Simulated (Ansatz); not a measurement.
# RuS3, from a guessed structure to a relaxed one, part 2 of 2

Starting from a made-up structure for RuS3, the aim is the relaxed cell, its shortest contacts and, where a second run follows, its electronic structure.

Ansatz 0.2.0; DFT, PBE, plane-wave PAW, files of the set soft_1, scalar-relativistic, no spin, cell and ions relaxed at zero pressure; PAW set soft_1 (the session's first sound run).

So far: Set-up; Relaxation of the guess. The relaxed cell has a = 4.642 Å (conventional setting).

## Step 3: Electronic structure of the relaxed cell

A second self-consistent run takes a narrower smearing and the mesh shown in its input; the bands follow along the standard path of the relaxed lattice.

This step: DFT, PBE, plane-wave PAW, files of the set soft_1, scalar-relativistic, no spin, bands and density of states at the relaxed cell; PAW set soft_1 (Ansatz 0.2.0).

The input, input.yaml:

```yaml
crystal:
  lattice:
    - [4.6415447899, 0.0, 0.0]
    - [0.0, 4.6415447899, 0.0]
    - [0.0, 0.0, 4.6415447899]
  atoms:
    - { symbol: Ru, position: [0.0, 0.0, 0.0] }
    - { symbol: S, position: [0.5, 0.0, 0.0] }
    - { symbol: S, position: [0.0, 0.5, 0.0] }
    - { symbol: S, position: [0.0, 0.0, 0.5] }
kpoints:
  mp_grid: { grid: [8, 8, 8] }
  band_path:
    path:
      - [[0.0, 0.0, 0.0], [0.0, 0.5, 0.0], [0.5, 0.5, 0.0], [0.0, 0.0, 0.0], [0.5, 0.5, 0.5], [0.0, 0.5, 0.0]]
      - [[0.5, 0.5, 0.0], [0.5, 0.5, 0.5]]
    npoints: 13
scf:
  occupations: { method: fermi_dirac, width: 0.03 }
  n_extra_bands: 8
hamiltonian:
  xc: pbe
  pseudopotentials: { kind: paw, azcp: { folder: soft_1 } }
output:
  forces: true
  stress: true
  write_bands: true
  dos: { projected: true }
  write_density: true
  write_potential: true
  elf: true
  volumetric_format: npy
```

On the command line:

```
$ ansatz run input.yaml --threads 4 --pin off --max-ram 8192MiB --backend cpu --events-out ev --progress --plain --runs-dir out
```

Numbers of over 12 decimals in the logs are rounded to 6 here.

What it wrote:

```text
[...]
Crystal: 4 atoms, lattice volume = 99.997 Å³
Basis set: ecut = 420 eV, 1935 PW (Γ), exchange–correlation on 64×64×64 points (8 copies of the dense FFT grid, shifted against one another)
Bands: 25, of which v1, the nominal top of the filled ones, is band 17 counted from 1 (16 counted from 0)
Symmetry: 48 space group operations
[...]
k-points: 35 of 512
[...]
SCF iter   1: F=—  HF=-8583.306935 eV  |F-HF|=—  |Δ(HF+E_count)|=         —  Δρ=7.50e-2  dr2=9.26e0  ethr=3.10e-3  ⟨swp⟩=7.6  Hψ=4989  notcnv=0
[...]
SCF iter   8: F=-8582.472568 eV  HF=-8582.472568 eV  |F-HF|=2.53e-8  |Δ(HF+E_count)|=   1.54e-8  Δρ=5.72e-6  dr2=3.33e-8  ethr=2.94e-10  ⟨swp⟩=16.9  Hψ=7118  notcnv=0
SCF 1 converged in 8 iterations: F = -8582.472568 eV  dr2 = 3.33e-8
[...]
NSCF: frozen V_eff on 80 k-points
SCF converged after 8 iterations
Free energy (F): -8582.472568 eV
[...]
Internal energy: -8582.445639 eV  (E = F + TS)
E sigma→0 (E₀):  -8582.459103 eV
Entropy (-TS):   -0.026928 eV (-6.732 meV/atom)
Fermi energy:    5.011406 eV
[...]
--- Stress (GPa, compression-positive) ---
       -0.306608       0.000000       0.000000
       -0.000000      -0.306608       0.000000
       -0.000000       0.000000      -0.306608
  P = ⅓ Tr σ = -0.3066 GPa (-3.066 kbar)
--- Band table (eV; the first three rows and the last of 35) ---
  k-point 0: bands = [... 13 lower, 4.0042, 4.0042, 4.0112, 4.0112, 4.0112, 4.6414, 4.6414, 4.6414, ... 4 higher]
  k-point 1: bands = [... 13 lower, 3.5686, 3.9333, 4.0178, 4.1632, 4.1632, 4.7164, 4.7164, 5.2962, ... 4 higher]
  k-point 2: bands = [... 13 lower, 3.1346, 3.7831, 4.0200, 4.3454, 4.3454, 5.0018, 5.0018, 6.0723, ... 4 higher]
  k-point 34: bands = [... 13 lower, 5.2288, 5.2288, 5.2288, 5.4699, 5.4699, 5.4699, 9.9247, 10.6091, ... 4 higher]
```

Elapsed: 2.3 s, on 4 threads of Arm Neoverse V2, shared host; peak memory 0.4 GiB.

Reading the cycles: dr2 is the Hartree energy of the density residual (eV), the measure of convergence; HF is the Harris–Foulkes estimate of the energy, which meets the free energy F at convergence.

Numbers from this step:

- free energy: -8582.4726 eV
- energy at zero smearing: -8582.4591 eV
- smearing term TS: 0.02693 eV
- Fermi energy: 5.011 eV
- pressure: -0.3066 GPa

bands.tsv at the labelled points (eV, zero at the Fermi level; the bands that come nearest the Fermi level along the path):

| point | band 14 | band 15 | band 16 | band 17 | band 18 | band 19 | band 20 | band 21 |
| --- | --- | --- | --- | --- | --- | --- | --- | --- |
| Γ | -1.01 | -1.01 | -1.00 | -1.00 | -1.00 | -0.37 | -0.37 | -0.37 |
| X | -2.26 | -1.42 | -0.99 | -0.58 | -0.58 | 0.49 | 0.49 | 1.64 |
| M | -1.81 | -1.81 | 0.16 | 0.18 | 0.44 | 0.51 | 0.51 | 5.56 |
| Γ | -1.01 | -1.01 | -1.00 | -1.00 | -1.00 | -0.37 | -0.37 | -0.37 |
| R | 0.22 | 0.22 | 0.22 | 0.46 | 0.46 | 0.46 | 4.91 | 5.60 |
| X | -2.26 | -1.42 | -0.99 | -0.58 | -0.58 | 0.49 | 0.49 | 1.64 |
| M | -1.81 | -1.81 | 0.16 | 0.18 | 0.44 | 0.51 | 0.51 | 5.56 |
| R | 0.22 | 0.22 | 0.22 | 0.46 | 0.46 | 0.46 | 4.91 | 5.60 |

Counts of states for the cell as run, both spins, by energy window (eV from the Fermi level):

```
from  to  total
  -8  -7   0.00
  -7  -6   0.71
  -6  -5   2.49
  -5  -4   4.97
  -4  -3   3.13
  -3  -2   0.76
  -2  -1   3.29
  -1   0   4.88
   0   1   4.97
   1   2   0.74
   2   3   0.76
   3   4   0.61
   4   5   0.64
   5   6   0.63
```

A further 14.0 states lie below the table's range.

Valence density in the ac plane at fractional y = 0.000, with atoms of Ru and S within 0.2 Å of it. It is the smooth field of the valence electrons, not physical close to the nuclei.

Ten steps, logarithmic in the rise over the least value, from '_' (0 e/Å³) to '@' (11 e/Å³), each cell a mean:
```
@@%%**--============--==##@@
##**==----========------++##
====--::::::------::::::--==
==----................::--==
++==--::..__________..--====
======::..__________..--====
::====--..__________::--====
======::..__________..--==++
====--::..____..____..::--==
==--::....::::::::....::----
**++--::::--======--::::==++
%%%%++----==========--==**%%
@@@@**====++==::======++##@@
```
Columns run along a (4.6 Å), rows up along c (4.6 Å). Atoms in or near the plane, at fractional coordinates: Ru at (0.00, 0.00), S at (0.50, 0.00), S at (0.00, 0.50).

Electrostatic potential energy in the ac plane at fractional y = 0.000, with atoms of Ru and S within 0.2 Å of it. With pseudopotentials it is smooth inside the atoms' cores, unlike the true potential.

Values in eV, 13 rows by 14 columns, each cell a mean:
```
-82 -71 -33  -4  -5 -27 -36 -33 -36 -17  -1 -13 -50 -79
-53 -36 -11   2   2  -8 -24 -28 -18  -3   3  -2 -21 -45
-11  -5   2   6   7   5   1  -1   2   6   7   5  -1  -8
 -6  -1   4   7   9   9   8   8   8   9   8   6   2  -4
-30 -20  -3   6   9  10  10  10  10  10   8   3  -9 -25
-32 -36 -16   4   9  10  10  10  10  10   7  -2 -27 -36
-26 -36 -20   3   9  10  10  10  10  10   7  -4 -30 -33
-37 -30  -9   5   9  10  10  10  10  10   8   1 -18 -35
-14  -7   2   7   9   9   9   9   9   9   9   6  -1 -11
 -4  -1   4   7   8   7   6   5   6   8   8   6   2  -2
-31 -19  -4   4   5  -1 -11 -14  -7   2   5   2  -9 -25
-74 -57 -23  -1  -2 -19 -35 -36 -31 -11   1  -7 -37 -68
-82 -77 -40  -6  -8 -31 -33 -26 -36 -22  -3 -17 -58 -82
```
Columns run along a (4.6 Å; values clipped at the 3rd and 97th percentile), rows up along c (4.6 Å). Atoms in or near the plane, at fractional coordinates: Ru at (0.00, 0.00), S at (0.50, 0.00), S at (0.00, 0.50).

ELF in the ac plane at fractional y = 0.000, with atoms of Ru and S within 0.2 Å of it. It is the smooth field of the valence electrons, not physical close to the nuclei.

Values, 13 rows by 14 columns, each cell a mean:
```
0.56 0.59 0.42 0.29 0.68 0.72 0.32 0.16 0.51 0.78 0.50 0.29 0.51 0.59
0.48 0.46 0.31 0.26 0.59 0.80 0.79 0.76 0.81 0.76 0.43 0.24 0.38 0.48
0.30 0.28 0.23 0.21 0.37 0.64 0.80 0.83 0.75 0.54 0.27 0.21 0.25 0.29
0.62 0.59 0.49 0.28 0.16 0.28 0.49 0.56 0.41 0.21 0.18 0.38 0.54 0.61
0.68 0.78 0.78 0.56 0.21 0.08 0.11 0.15 0.09 0.10 0.35 0.69 0.80 0.74
0.12 0.51 0.83 0.77 0.42 0.10 0.03 0.02 0.04 0.19 0.60 0.83 0.76 0.30
0.02 0.39 0.83 0.81 0.49 0.13 0.02 0.01 0.04 0.24 0.66 0.85 0.71 0.15
0.44 0.70 0.83 0.69 0.30 0.08 0.05 0.05 0.05 0.13 0.48 0.78 0.81 0.58
0.75 0.74 0.65 0.39 0.15 0.15 0.29 0.35 0.23 0.12 0.23 0.52 0.70 0.75
0.39 0.37 0.31 0.21 0.25 0.49 0.70 0.75 0.63 0.38 0.20 0.25 0.34 0.38
0.37 0.34 0.25 0.23 0.51 0.76 0.84 0.84 0.82 0.69 0.36 0.21 0.29 0.36
0.57 0.56 0.38 0.28 0.66 0.78 0.58 0.47 0.69 0.78 0.48 0.27 0.47 0.58
0.50 0.57 0.42 0.30 0.69 0.65 0.13 0.02 0.34 0.76 0.51 0.30 0.51 0.56
```
Columns run along a (4.6 Å), rows up along c (4.6 Å). Atoms in or near the plane, at fractional coordinates: Ru at (0.00, 0.00), S at (0.50, 0.00), S at (0.00, 0.50).

## Step 4: Results

```yaml
space_group_relaxed: Pm-3m
conventional_cell: a = 4.642, b = 4.642, c = 4.642 Å; α = 90.0°, β = 90.0°, γ = 90.0°
volume_per_atom: 25.00 Å³ (guess 22.72)
```

**Reading.** RuS3 relaxes to Pm-3m with a = 4.642, b = 4.642 and c = 4.642 Å. The guessed volume was 9 % too small. The space group Pm-3m was held in the relaxation, so the end point is a stationary structure within it and may be a saddle against distortions or other arrangements. Bands cross the Fermi level, so it is a metal or semimetal at this level. On the 8×8×8 mesh with the narrower smearing (relaxed on 6×6×6) the forces vanish, as symmetry may demand, and the largest stress component is 0.307 GPa, against the relaxation's thresholds of 0.015 eV/Å and 0.05 GPa. The cutoff wasn't tested. No dispersion term is used, so weakly bound directions may come out too long. The runs have no spin, and magnetism wasn't tested. Nothing here tests whether the compound is stable against decomposition.

[Logs are printed without paths, hosts, clocks, repeated set-up lines and the standing remarks that a program may print on its own settings, such as how far it seeks lower states.]

[Hosts, paths, dates, database ids (printed as entryN), source tags and the programs' standing remarks are cut or masked in the printed files.]
